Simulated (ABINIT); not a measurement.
**LiSnH3 (Pm-3m): zone-centre phonons**

Aim: the zone-centre modes of LiSnH3 (Pm-3m).

Method: DFT LDA, scalar-relativistic, plane waves, PseudoDojo norm-conserving pseudopotentials, in ABINIT 10.8.3.

This is a report of a sequence of runs, with most program output left out.

The structure was built from a prototype and need not be the compound's stable phase.

## 1. Set-up

It takes space group Pm-3m (No. 221, cubic). The conventional cell has a = 4.802 Å, b = 4.802 Å, c = 4.802 Å, α = 90.00°, β = 90.00°, γ = 90.00°. Nearest to Li lie 12 H at 3.40 Å. Nearest to Sn lie 6 H at 2.40 Å. Nearest to H lie 2 Sn at 2.40 Å. Farther neighbours are not listed.

Structure file:

```cif
data_structure
_symmetry_space_group_name_H-M 'P 1'
_symmetry_Int_Tables_number 1
_cell_length_a 4.8020
_cell_length_b 4.8020
_cell_length_c 4.8020
_cell_angle_alpha 90.000
_cell_angle_beta 90.000
_cell_angle_gamma 90.000
_cell_volume 110.73
loop_
_atom_site_label
_atom_site_type_symbol
_atom_site_fract_x
_atom_site_fract_y
_atom_site_fract_z
_atom_site_occupancy
Li1 Li 0.00000 0.00000 0.00000 1
Sn2 Sn 0.50000 0.50000 0.50000 1
H3 H 0.50000 0.50000 0.00000 1
H4 H 0.50000 0.00000 0.50000 1
H5 H 0.00000 0.50000 0.50000 1
```

## 2. A probe with smearing

A first run with smearing and empty bands tells whether the crystal has a gap, which decides between fixed occupations and smearing later on.

probe.abi

```
# ground state
tolvrs 1.0d-08
prtden 1
prtwf 1

# basis, mesh and filling
ecut 33.0
ngkpt 4 4 4
nshiftk 1
shiftk 0.0 0.0 0.0
istwfk *1
occopt 7
tsmear 0.005
nband 17
nstep 100
diemac 9.0
prtebands 0
prtgsr 0

# cell and atoms
acell 9.074464851 9.074464851 9.074464851
rprim 
    1.0 0.0 0.0
    0.0 1.0 0.0
    0.0 0.0 1.0
ntypat 3
znucl 3 50 1
natom 5
typat 1 2 3 3 3
xred 
    0.0 0.0 0.0
    0.5 0.5 0.5
    0.5 0.5 0.0
    0.5 0.0 0.5
    0.0 0.5 0.5
pp_dirpath "./pseudo"
pseudos "Li.upf, Sn.upf, H.upf"
```

Started as:

```bash
OMP_NUM_THREADS=1 mpirun -n 4 abinit probe.abi > probe.log
```

Elapsed: 12 s, on 4 MPI ranks of Arm Neoverse V1, shared host; 47 s of CPU time.

This step gave:

```yaml
volume_per_atom: 22.15 Å³
pressure: -6.412 GPa
gap_on_the_k_mesh: 0.1154 eV
```

A gap of 0.12 eV on this mesh is too small to trust, so smearing is kept; the printed pressure holds the stress of the finite basis too.

## 3. Rough relaxation

The typed start is rough, so a first relaxation with smearing and loose thresholds takes it towards rest cheaply.

prerelax.abi

```
# relaxation
ionmov 2
optcell 2
dilatmx 1.15
chkdilatmx 0
ntime 40
tolmxf 3.0d-04
tolvrs 1.0d-10
prtwf 0
prtden 0
chksymtnons 0

# basis, mesh and filling
ecut 33.0
ecutsm 3.0
ngkpt 4 4 4
nshiftk 1
shiftk 0.0 0.0 0.0
istwfk *1
occopt 7
tsmear 0.005
nband 17
nstep 100
diemac 9.0
prtebands 0
prtgsr 0

# cell and atoms
acell 9.074464851 9.074464851 9.074464851
rprim 
    1.0 0.0 0.0
    0.0 1.0 0.0
    0.0 0.0 1.0
ntypat 3
znucl 3 50 1
natom 5
typat 1 2 3 3 3
xred 
    0.0 0.0 0.0
    0.5 0.5 0.5
    0.5 0.5 0.0
    0.5 0.0 0.5
    0.0 0.5 0.5
pp_dirpath "./pseudo"
pseudos "Li.upf, Sn.upf, H.upf"
```

Started as:

```bash
OMP_NUM_THREADS=1 mpirun -n 4 abinit prerelax.abi > prerelax.log
```

Run time: 2.1 min. Hardware: 4 MPI ranks; 8.4 min of CPU time.

The steps of the relaxation:

```
step  energy less that of the first step (eV)  largest force (eV/Å)  volume (Å³)
   1                                   0.0000                0.0000       110.73
   2                                  -0.0801                0.0000       108.65
   3                                   0.2718                0.0000        45.02
   4                                  -0.9303                0.0000        83.81
   5                                  -1.1179                0.0000        74.68
   6                                  -1.1593                0.0000        67.45
   7                                  -1.1611                0.0000        68.62
```

```
     cell as run  before  after   change
           a (Å)   4.802  4.094  -14.7 %
           b (Å)   4.802  4.094  -14.7 %
           c (Å)   4.802  4.094  -14.7 %
volume (Å³/atom)   22.15  13.72  -38.0 %
```

The relaxed structure:

```
Li Sn H
1.0
     4.09393    0.00000    0.00000
     0.00000    4.09393    0.00000
     0.00000    0.00000    4.09393
Li Sn H
1 1 3
Direct
  0.00000 0.00000 0.00000
  0.50000 0.50000 0.50000
  0.50000 0.50000 0.00000
  0.50000 0.00000 0.50000
  0.00000 0.50000 0.50000
```

Numbers from this step:

| Property | Result |
| --- | --- |
| volume per atom | 13.72 Å³ |
| pressure | -6.57e-4 GPa |
| gap on the k-mesh | 0 eV |

The volume changes by -38.0 % in this run and stands -38.0 % from the first cell.

## 4. Rough relaxation

The cell changed much, so the rough relaxation is repeated on a basis made for the new cell.

Changes to prerelax.abi since step 3:

```diff
@@ -28,3 +28,3 @@
 # cell and atoms
-acell 9.074464851 9.074464851 9.074464851
+acell 7.736400385 7.736400385 7.736400385
 rprim
```

The job ended after 12 s (4 MPI ranks).

Little changed from the start: no atom moved by 0.005 Å and no cell edge by 0.1 %.

Read from the output:

```yaml
pressure: -6.56e-4 GPa
```

The volume changes by +0.0 % in this run and stands -38.0 % from the first cell.

## 5. Relaxing the cell and atoms

The harmonic expansion needs vanishing forces, and a free crystal bears no stress, so cell and atoms are brought to rest. Stress is more sensitive to the basis than forces are: the last 3 Ha under the cutoff are smoothed with ecutsm, and the cutoff is raised above that of the later runs.

relax.abi, as its differences from prerelax.abi of step 4:

```diff
@@ -3,7 +3,6 @@
 optcell 2
-dilatmx 1.15
-chkdilatmx 0
+dilatmx 1.08
 ntime 40
-tolmxf 3.0d-04
-tolvrs 1.0d-10
+tolmxf 1.0d-05
+tolvrs 1.0d-14
 prtwf 0
@@ -13,5 +12,5 @@
 # basis, mesh and filling
-ecut 33.0
+ecut 41.0
 ecutsm 3.0
-ngkpt 4 4 4
+ngkpt 6 6 6
 nshiftk 1
@@ -20,3 +19,3 @@
 occopt 7
-tsmear 0.005
+tsmear 0.001
 nband 17
```

Started as:

```bash
OMP_NUM_THREADS=1 mpirun -n 4 abinit relax.abi > relax.log
```

Wall time 1.8 min (4 MPI ranks); 7.3 min of CPU time.

The steps of the relaxation:

```
step  energy less that of the first step (eV)  largest force (eV/Å)  volume (Å³)
   1                                   0.0000                0.0000        68.62
   2                                  -0.0001                0.0000        68.56
   3                                  -0.0004                0.0000        67.95
   4                                  -0.0005                0.0000        68.09
   5                                  -0.0005                0.0000        68.07
```

```
conventional cell, symmetrised  before  after  change
                         a (Å)   4.094  4.083  -0.3 %
                         b (Å)   4.094  4.083  -0.3 %
                         c (Å)   4.094  4.083  -0.3 %
              volume (Å³/atom)   13.72  13.61  -0.8 %
```

This step gave:

```yaml
volume_per_atom: 13.61 Å³
pressure: -8.49e-5 GPa
```

The volume changes by -0.8 % in this run and stands -38.5 % from the first cell.

## 6. Ground state

First-order wavefunctions inherit every error of the ground state, hence the very tight tolvrs. Smearing stays on, as the first look found no gap above 0.3 eV.

gs.abi

```
# ground state
tolvrs 1.0d-16
prtden 1
prtwf 1

# basis, mesh and filling
ecut 33.0
ngkpt 6 6 6
nshiftk 1
shiftk 0.0 0.0 0.0
istwfk *1
occopt 7
tsmear 0.001
nband 17
nstep 100
diemac 9.0
prtebands 0
prtgsr 0

# cell and atoms
acell 7.716026114 7.716026114 7.716026114
rprim 
    1.0 0.0 0.0
    0.0 1.0 0.0
    0.0 0.0 1.0
ntypat 3
znucl 3 50 1
natom 5
typat 1 2 3 3 3
xred 
    0.0 0.0 0.0
    0.5 0.5 0.5
    0.5 0.5 0.0
    0.5 0.0 0.5
    0.0 0.5 0.5
pp_dirpath "./pseudo"
pseudos "Li.upf, Sn.upf, H.upf"
```

Started as:

```bash
OMP_NUM_THREADS=1 mpirun -n 4 abinit gs.abi > gs.log
```

Elapsed: 15 s, on 4 MPI ranks; 61 s of CPU time.

Read from the output:

```
pressure : -0.3795 GPa
```

The cell stands at -0.38 GPa: the relaxation ran with a smoothed and higher cutoff, and the difference is a stress of the finite basis.

## 7. Zone-centre response

At q = 0 one unit cell holds all displacements. The response is solved for single atoms along the cell's directions, and symmetry skips those that follow from others. The crystal is treated as a metal, which screens a static field, so no field response is asked.

dfpt_gamma.abi

```

# common to the responses
getwfk_filepath "gso_WFK"
kptopt 2
nqpt 1
qpt 0.0 0.0 0.0
asr 0
chneut 0

# displacements
rfphon 1
rfatpol 1 5
rfdir 1 1 1
tolvrs 1.0d-10
prtwf 0

# basis, mesh and filling
ecut 33.0
ngkpt 6 6 6
nshiftk 1
shiftk 0.0 0.0 0.0
istwfk *1
occopt 7
tsmear 0.001
nband 17
nstep 100
diemac 9.0
prtebands 0
prtgsr 0

# cell and atoms
acell 7.716026114 7.716026114 7.716026114
rprim 
    1.0 0.0 0.0
    0.0 1.0 0.0
    0.0 0.0 1.0
ntypat 3
znucl 3 50 1
natom 5
typat 1 2 3 3 3
xred 
    0.0 0.0 0.0
    0.5 0.5 0.5
    0.5 0.5 0.0
    0.5 0.0 0.5
    0.0 0.5 0.5
pp_dirpath "./pseudo"
pseudos "Li.upf, Sn.upf, H.upf"
```

Started as:

```bash
OMP_NUM_THREADS=1 mpirun -n 4 abinit dfpt_gamma.abi > dfpt_gamma.log
```

Wall time 99 s (4 MPI ranks); 6.6 min of CPU time.

Numbers from this step:

```
largest acoustic frequency at the zone centre before the sum rule : -1.28 cm⁻¹
highest optical zone-centre mode (no LO-TO term)                  : 396.0 cm⁻¹
lowest optical zone-centre mode                                   : -456.5 cm⁻¹
```

The acoustic modes at Γ come out as far as 1.3 cm⁻¹ from zero, where they should vanish, a small numerical error. The lowest optical mode is imaginary, 456i cm⁻¹, an instability at this level and on this k mesh.

## 8. Zone-centre analysis

anaddb reads the merged derivatives and imposes the acoustic sum rule.

anaddb.abi

```
ddb_filepath "gamma_DDB"
output_file "anaddb.abo"
outdata_prefix "anaddb"
asr 1
chneut 1
enunit 2
eivec 1
nph1l 1
qph1l 0.0 0.0 0.0 1.0
```

mrgddb.in

```
gamma_DDB
merged
2
dfpt_gammao_DDB
gso_DDB
```

Started as:

```bash
mrgddb < mrgddb.in > mrgddb.log
OMP_NUM_THREADS=1 anaddb anaddb.abi > anaddb.log
```

The job ended after 0.5 s (1 thread).

No LO-TO term; unit eigenvectors of the mass-weighted matrix, from anaddb's displacements. The modes at Γ (shares of kinetic energy by element, %) (negative means imaginary):

```
mode  frequency (cm⁻¹)  symmetry  Li %  Sn %  H %
   1            -456.5       T1u     2     1   97
   2            -456.5       T1u     2     1   97
   3            -456.5       T1u     2     1   97
   4            -184.4       T1u    84     4   12
   5            -184.4       T1u    84     4   12
   6            -184.4       T1u    84     4   12
   7               0.0  acoustic     5    92    2
   8               0.0  acoustic     5    92    2
   9               0.0  acoustic     5    92    2
  10             238.5       T2u     0     0  100
  11             238.5       T2u     0     0  100
  12             238.5       T2u     0     0  100
  13             396.0       T1u     9     3   88
  14             396.0       T1u     9     3   88
  15             396.0       T1u     9     3   88
```

Displacements in mode 1 (-456.5 cm⁻¹), the largest set to 1:
```
Li1  0.00  0.00  0.05
Sn2  0.00  0.00  0.01
H3   0.00  0.00 -1.00
H4   0.00  0.00 -0.17
H5   0.00  0.00 -0.17
```

Displacements in mode 4 (-184.4 cm⁻¹), the largest set to 1:
```
Li1  0.00  0.00  1.00
Sn2  0.00  0.00 -0.05
H3   0.00  0.00  0.53
H4   0.00  0.00 -0.60
H5   0.00  0.00 -0.60
```

The rule moves no optical mode by more than 0.1 cm⁻¹.

## 9. Sum rules set otherwise (asr 0)

Without the rule the raw error of the acoustic modes shows.

Changes to anaddb.abi since step 8:

```diff
@@ -3,4 +3,4 @@
 outdata_prefix "anaddb"
-asr 1
-chneut 1
+asr 0
+chneut 0
 enunit 2
```

mrgddb.in is that of step 8.

Run time: 0.51 s. Hardware: 1 thread.

Zone-centre frequencies as printed; negative means imaginary. Modes:

```
mode  frequency (cm⁻¹)
   1            -456.5
   2            -456.5
   3            -456.5
   4            -184.4
   5            -184.4
   6            -184.4
   7             -1.28
   8             -1.28
   9             -1.28
  10             238.5
  11             238.5
  12             238.5
  13               396
  14               396
  15               396
```

## 10. Summary of results

| Item | Value |
| --- | --- |
| space group after relaxation | Pm-3m |
| volume per atom | 13.6 Å³ |
| highest optical zone-centre mode (no LO-TO term) | 396.0 cm⁻¹ |
| lowest optical zone-centre mode | -456.5 cm⁻¹ |
| imaginary optical modes at the zone centre (no q mesh in this session) | yes |

**Reading.** At the LDA level the optical modes of LiSnH3 (Pm-3m) at the zone centre run from 456i to 396 cm⁻¹, so the structure is a saddle point, with 6 modes beyond 10i cm⁻¹ there. The base run prints -0.38 GPa, mostly the error of a finite basis; the relaxation, with a smoothed and higher cutoff, had brought the cell to rest. These are harmonic frequencies at zero temperature: anharmonic shifts and linewidths and thermal expansion are left out. The gap is closed at this level, which can be the usual underestimate of semilocal functionals and leaves polar modes without their LO-TO splitting; the narrow smearing kept for a small-gap crystal asks for a denser k mesh than was used. The structure is a hypothetical one, built on a prototype.

[Host names and launcher messages were left out of these logs when they were recorded.]

[Logs are printed without paths, hosts, clocks, repeated set-up lines and the standing remarks that a program may print on its own settings, such as how far it seeks lower states.]

[Hosts, paths, dates, database ids (printed as entryN), source tags and the programs' standing remarks are cut or masked in the printed files.]
